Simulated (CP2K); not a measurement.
Two runs for the O K edge of formamide. Run A: CP2K XAS_TDP, all-electron GAPW, PBEh(45%), aug-cc-pVTZ, TDA, no relativity. Run B differs in one setting.

First lines with a strength over 0.0015. A:

| atom | energy (eV) | states | strength, one atom |
| --- | --- | --- | --- |
| O3 (bonded to C) | 526.96 | 1 | 0.0395 |
|  | 530.19 | 1 | 0.0027 |
|  | 531.95 | 1 | 0.0035 |
|  | 532.31 | 1 | 0.0026 |
|  | 533.04 | 1 | 0.0054 |

B:

| atom | energy (eV) | states | strength, one atom |
| --- | --- | --- | --- |
| O3 (bonded to C) | 508.92 | 1 | 0.0015 |
|  | 509.11 | 1 | 0.0227 |
|  | 513.26 | 1 | 0.0056 |
|  | 513.71 | 1 | 0.0021 |
|  | 514.62 | 1 | 0.0018 |

Q: Which was it: the basis, the functional, scalar relativity switched on, GW2X switched on?

The functional (functional from PBEh(45%) to PBE; the lines alone don't name the new value). A functional moves all lines by electronvolts and changes their spacings and strengths. For O3 the rule picks another line of the list in the two runs, so no shift is given.

[Hosts, paths, dates, database ids (printed as entryN), source tags and the programs' standing remarks are cut or masked in the printed files.]
